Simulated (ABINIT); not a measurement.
# Quasiparticle gap of TePb (Fm-3m) in ABINIT

How does a plane-wave GW calculation on TePb (Fm-3m) run from the first input to the gap?

Calculated with ABINIT 10.8.3; LDA and many-body steps on it, plane waves.

This is a report of a sequence of runs, with most program output left out.

## Step 1: Set-up

It takes space group Fm-3m (No. 225, cubic). Conventional cell: a = 6.462 Å, b = 6.462 Å, c = 6.462 Å, α = 90.00°, β = 90.00°, γ = 90.00°. Nearest to Te lie 6 Pb at 3.23 Å. Nearest to Pb lie 6 Te at 3.23 Å. Farther neighbours and most contacts between anions are not listed.

The cell and positions come from the Crystallography Open Database and are kept as given unless a step says otherwise. Spin-orbit coupling is left out unless a step names it.

## Step 2: Ground state

This step: ABINIT 10.8.3; DFT, LDA, plane waves, norm-conserving pseudopotentials.

The ground-state density comes first.

Contents of run.abi:

```
acell 3*1.0 Angstrom
rprim 
  -0.000000000000 3.231000000000 3.231000000000
  3.231000000000 0.000000000000 3.231000000000
  3.231000000000 3.231000000000 0.000000000000
ntypat 2
znucl 52 82
natom 2
typat 1 2
xred 
  0.500000000000 0.500000000000 0.500000000000
  0.000000000000 -0.000000000000 -0.000000000000
pp_dirpath "pseudos"
pseudos "Te.upf, Pb.upf"
ecut 39
ngkpt 6 6 6
nshiftk 1
shiftk 0 0 0
kptopt 1
chksymbreak 0
nband 28
occopt 1
tolvrs 1e-10
nstep 60
prtwf 0
optforces 0
optstress 0
indata_prefix "in"
outdata_prefix "out"
tmpdata_prefix "tmp"
```

On the command line:

```bash
$ OMP_NUM_THREADS=1 mpirun -n 8 abinit run.abi > log
```

Wall time 15 s (8 MPI ranks of Arm Neoverse V1, shared host); peak memory 0.85 GiB; 1.9 min of CPU time.

This step gave:

```
total energy               : -13352.4337 eV
gap                        : 0.6539 eV
k of the valence top       : 0.5, 0, 0
k of the conduction bottom : 0.5, 0, 0
least direct gap           : 0.6539 eV
```

The gap is direct, at (0.500, 0.000, 0.000).

## Step 3: Bands along the symmetry lines

The cheap functional maps the bands first; the places of the edges decide which points the dearer methods must see.

Contents of run.abi:

```
acell 3*1.0 Angstrom
rprim 
  -0.000000000000 3.231000000000 3.231000000000
  3.231000000000 0.000000000000 3.231000000000
  3.231000000000 3.231000000000 0.000000000000
ntypat 2
znucl 52 82
natom 2
typat 1 2
xred 
  0.500000000000 0.500000000000 0.500000000000
  0.000000000000 -0.000000000000 -0.000000000000
pp_dirpath "pseudos"
pseudos "Te.upf, Pb.upf"
ecut 39
iscf -2
irdden 1
kptopt 0
nkpt 50
kpt 
  0.00000000 0.00000000 0.00000000
  0.06250000 0.00000000 0.06250000
  0.12500000 0.00000000 0.12500000
  0.18750000 0.00000000 0.18750000
  0.25000000 0.00000000 0.25000000
  0.31250000 0.00000000 0.31250000
  0.37500000 0.00000000 0.37500000
  0.43750000 0.00000000 0.43750000
  0.50000000 0.00000000 0.50000000
  0.51562500 0.03125000 0.51562500
  0.53125000 0.06250000 0.53125000
  0.54687500 0.09375000 0.54687500
  0.56250000 0.12500000 0.56250000
  0.57812500 0.15625000 0.57812500
  0.59375000 0.18750000 0.59375000
  0.60937500 0.21875000 0.60937500
  0.62500000 0.25000000 0.62500000
  0.37500000 0.37500000 0.75000000
  0.32812500 0.32812500 0.65625000
  0.28125000 0.28125000 0.56250000
  0.23437500 0.23437500 0.46875000
  0.18750000 0.18750000 0.37500000
  0.14062500 0.14062500 0.28125000
  0.09375000 0.09375000 0.18750000
  0.04687500 0.04687500 0.09375000
  0.00000000 0.00000000 0.00000000
  0.06250000 0.06250000 0.06250000
  0.12500000 0.12500000 0.12500000
  0.18750000 0.18750000 0.18750000
  0.25000000 0.25000000 0.25000000
  0.31250000 0.31250000 0.31250000
  0.37500000 0.37500000 0.37500000
  0.43750000 0.43750000 0.43750000
  0.50000000 0.50000000 0.50000000
  0.50000000 0.46875000 0.53125000
  0.50000000 0.43750000 0.56250000
  0.50000000 0.40625000 0.59375000
  0.50000000 0.37500000 0.62500000
  0.50000000 0.34375000 0.65625000
  0.50000000 0.31250000 0.68750000
  0.50000000 0.28125000 0.71875000
  0.50000000 0.25000000 0.75000000
  0.50000000 0.21875000 0.71875000
  0.50000000 0.18750000 0.68750000
  0.50000000 0.15625000 0.65625000
  0.50000000 0.12500000 0.62500000
  0.50000000 0.09375000 0.59375000
  0.50000000 0.06250000 0.56250000
  0.50000000 0.03125000 0.53125000
  0.50000000 0.00000000 0.50000000
istwfk *1
nband 30
nbdbuf 2
tolwfr 1e-08
nstep 40
prtwf 0
prtvol 0
indata_prefix "in"
outdata_prefix "out"
tmpdata_prefix "tmp"
```

Run time: 24 s. Hardware: 8 MPI ranks; peak memory 0.79 GiB; 3.1 min of CPU time.

This step gave:

```yaml
gap: 0.6539 eV
k_of_the_valence_top: 0.5, 0.5, 0.5
k_of_the_conduction_bottom: 0.5, 0.5, 0.5
least_direct_gap: 0.6539 eV
```

The gap is 0.654 eV, as in the run before at this level.

The electronic bands at the labelled points (eV, zero at the top of the highest filled band):

| point | band 20 | band 21 | band 22 | band 23 | band 24 | band 25 | band 26 | band 27 |
| --- | --- | --- | --- | --- | --- | --- | --- | --- |
| Γ | -5.73 | -1.31 | -1.31 | -1.31 | 4.02 | 4.02 | 4.02 | 5.87 |
| halfway | -6.95 | -2.12 | -2.12 | -1.39 | 2.54 | 4.09 | 4.45 | 4.45 |
| X | -7.39 | -4.48 | -2.77 | -2.77 | 3.32 | 5.41 | 5.41 | 6.61 |
| halfway | -7.61 | -4.38 | -2.64 | -2.57 | 3.62 | 4.86 | 4.99 | 6.41 |
| U | -8.04 | -4.09 | -2.27 | -2.07 | 3.54 | 3.75 | 5.14 | 5.88 |
| jump to K | -8.04 | -4.09 | -2.27 | -2.07 | 3.54 | 3.75 | 5.14 | 5.88 |
| halfway | -7.40 | -2.44 | -0.71 | -0.12 | 1.26 | 1.60 | 4.21 | 6.12 |
| Γ | -5.73 | -1.31 | -1.31 | -1.31 | 4.02 | 4.02 | 4.02 | 5.87 |
| halfway | -7.10 | -1.14 | -1.14 | -0.66 | 2.06 | 2.42 | 2.42 | 5.96 |
| L | -8.65 | -0.84 | -0.84 | 0.00 | 0.65 | 1.24 | 1.24 | 8.35 |
| halfway | -8.39 | -2.75 | -2.55 | -0.43 | 1.28 | 3.53 | 3.99 | 6.86 |
| W | -8.06 | -3.76 | -3.76 | -0.33 | 1.61 | 5.21 | 5.21 | 6.82 |
| halfway | -7.75 | -4.29 | -3.11 | -1.83 | 3.63 | 3.93 | 5.72 | 6.21 |
| X | -7.39 | -4.48 | -2.77 | -2.77 | 3.32 | 5.41 | 5.41 | 6.61 |

## Step 4: Empty states on the mesh, 4×4×4 mesh, 54 bands

The sums over transitions need many empty states on a uniform mesh; this step solves for them.

Contents of run.abi:

```
acell 3*1.0 Angstrom
rprim 
  -0.000000000000 3.231000000000 3.231000000000
  3.231000000000 0.000000000000 3.231000000000
  3.231000000000 3.231000000000 0.000000000000
ntypat 2
znucl 52 82
natom 2
typat 1 2
xred 
  0.500000000000 0.500000000000 0.500000000000
  0.000000000000 -0.000000000000 -0.000000000000
pp_dirpath "pseudos"
pseudos "Te.upf, Pb.upf"
ecut 39
ngkpt 4 4 4
nshiftk 1
shiftk 0 0 0
kptopt 1
chksymbreak 0
iscf -2
irdden 1
istwfk *1
nband 54
nbdbuf 4
tolwfr 1e-09
nstep 60
prtvol 0
indata_prefix "in"
outdata_prefix "out"
tmpdata_prefix "tmp"
```

Elapsed: 9.6 s, on 8 MPI ranks; peak memory 0.71 GiB.

This step gave:

```
gap                                                           : 0.6539 eV
k of the valence top                                          : 0.5, 0, 0
k of the conduction bottom                                    : 0.5, 0, 0
least direct gap                                              : 0.6539 eV
k points computed                                             : 8
lowest point of the top converged band, above the valence top : 24.98 eV
```

On this mesh the gap is 0.654 eV.

## Step 5: Screening, 4×4×4 mesh, 50 bands, screening to 87.1 eV

The RPA dielectric matrix is built and inverted for each q.

This step: RPA screening on LDA, plane waves, norm-conserving pseudopotentials.

run.abi, as its differences from that of step 4:

```diff
@@ -20,10 +20,11 @@
 chksymbreak 0
-iscf -2
-irdden 1
 istwfk *1
-nband 54
-nbdbuf 4
-tolwfr 1e-09
-nstep 60
-prtvol 0
+occopt 1
+irdwfk 1
+optdriver 3
+nband 50
+ecuteps 3.2
+inclvkb 2
+awtr 1
+symchi 1
 indata_prefix "in"
```

Run time: 11 s. Hardware: 8 MPI ranks; peak memory 1.9 GiB; 87 s of CPU time.

Numbers from this step:

```yaml
eps_infinity_with_local_fields_on_this_mesh_along_the_program_s_q_direction: 43.78
the_same_without_local_fields: 46.82
plasma_frequency: 30.66 eV
plane_waves_in_the_screening_matrix: 137
```

Local fields lower ε∞ by 6 %.

## Step 6: Self-energy, 4×4×4 mesh, 50 bands, screening to 87.1 eV

The self-energy is evaluated for the states that the input lists, and the levels follow from it, in one-shot runs by the linearised quasiparticle equation.

This step: G0W0 on LDA, plane waves, norm-conserving pseudopotentials.

run.abi, as its differences from that of step 5:

```diff
@@ -23,8 +23,17 @@
 irdwfk 1
-optdriver 3
+optdriver 4
 nband 50
+gwcalctyp 0
+ecutsigx 39
+symsigma 1
+nkptgw 2
+kptgw 
+  0.5000000000 0.0000000000 0.0000000000
+  0.0000000000 0.0000000000 0.0000000000
+bdgw 
+  21 26
+  21 26
 ecuteps 3.2
-inclvkb 2
-awtr 1
-symchi 1
+irdscr 1
+ppmodel 1
 indata_prefix "in"
```

Run time: 4.9 s. Hardware: 8 MPI ranks; peak memory 1.9 GiB.

Numbers from this step:

| Quantity | Value |
| --- | --- |
| G0W0 gap on the points computed | 0.7230 eV |
| starting gap on the mesh | 0.6539 eV |
| k of the valence top | 0.5, 0, 0 |
| k of the conduction bottom | 0.5, 0, 0 |
| Z at the valence top | 0.798 |
| Z at the conduction bottom | 0.807 |
| least direct G0W0 gap on the computed points | 0.7230 eV |

The gap on the mesh goes from 0.65 eV to 0.72 eV, a correction of +0.07 eV.

Limits: finite bands, cutoff and mesh; model gap, bands may invert with spin-orbit coupling; no spin-orbit coupling; coarse k mesh. v1 is the top filled band, c1 the lowest empty one. The levels before and after the correction (eV, zero at the valence-band top of each column):

|  | conduction bottom | valence top |
| --- | --- | --- |
| Kohn-Sham | 0.65 | 0.00 |
| G0W0 | 0.72 | 0.00 |

|  | level | energy (eV) |
| --- | --- | --- |
| Kohn-Sham | (0.5 0 0) v3-v2 | -0.836 |
| Kohn-Sham | (0.5 0 0) v1 | 0.000 |
| Kohn-Sham | (0.5 0 0) c1 | 0.654 |
| Kohn-Sham | (0.5 0 0) c2-c3 | 1.239 |
| G0W0 | (0.5 0 0) v3-v2 | -1.066 |
| G0W0 | (0.5 0 0) v1 | 0.000 |
| G0W0 | (0.5 0 0) c1 | 0.723 |
| G0W0 | (0.5 0 0) c2-c3 | 1.314 |

## Step 7: Where the time went

Times are wall times on 8 MPI ranks of Arm Neoverse V1, shared host, good to a factor of about two.

| step | time | share | memory (GiB) |
| --- | --- | --- | --- |
| ground state | 15 s | 24 % | 0.85 |
| bands along the symmetry lines | 24 s | 37 % | 0.79 |
| empty states on the mesh | 9.6 s | 15 % | 0.71 |
| screening | 11 s | 17 % | 1.9 |
| self-energy | 4.9 s | 8 % | 1.9 |

## Step 8: Outcome

```
LDA gap              : 0.65 eV, direct
G0W0 gap on the mesh : 0.72 eV
GW settings          : 4×4×4 mesh, 50 bands, screening to 87.1 eV, Godby-Needs plasmon pole
known limits         : not at the basis limit; model gap, bands may invert with spin-orbit coupling; mesh may overstate the screening; no spin-orbit coupling; coarse k mesh
```

In words: G0W0 moves the gap on the mesh from 0.65 eV to 0.72 eV (+0.07 eV), with Z of 0.80 and 0.81 at the edges. Local fields lower the RPA ε∞ on this mesh from 46.82 to 43.78. Only 2 of the mesh's irreducible points were corrected, so a valley elsewhere could overtake. The dearest step here is «bands along the symmetry lines». Bands and cutoff are finite, so the gap is not at the basis limit. The miss can reach some tenths of an eV and take either sign; the mesh is an error of its own. In the G0W0 run levels were corrected at 2 k points alone, so a gap called «on the mesh» is the least over those, and an edge elsewhere would be missed. The 4×4×4 mesh is coarse for this cell, which bears on the long-range parts of exchange and screening. Where an edge is built on 6p states of lead, bismuth or thallium, scalar-relativistic gaps usually stand too wide, by a few tenths to over one eV. With atoms this heavy and so narrow a gap, spin-orbit coupling can invert the bands. These scalar-relativistic gaps are then model values, not to be set against experiment, and a spin-orbit change taken from DFT can't simply be added. The RPA ε∞ on this mesh reaches over 25; with a narrow direct gap a coarse mesh can overstate it, and the correction is then too small.

[Paths, hosts, dates, memory and timing lines, banners, echoed tables and standing remarks are left out of the program output.]

[Logs are printed without paths, hosts, clocks, repeated set-up lines and the standing remarks that a program may print on its own settings, such as how far it seeks lower states.]

[Runs of the session that timed out or met a known fault of the program may be left out.]

[No measured gap is set beside runs whose start may be inverted or whose files or cutoffs have a known fault.]

[Hosts, paths, dates, database ids (printed as entryN), source tags and the programs' standing remarks are cut or masked in the printed files.]

[G0W0 gaps are taken among the corrected bands and points alone; a level outside them can change the order at an edge.]

[Where Ansatz stands beside ABINIT at settings called matched, ABINIT's density can come from a denser mesh and the files from another edition; pairs whose starting gaps differed by over 0.03 eV were left out, so agreement reads better than it is.]
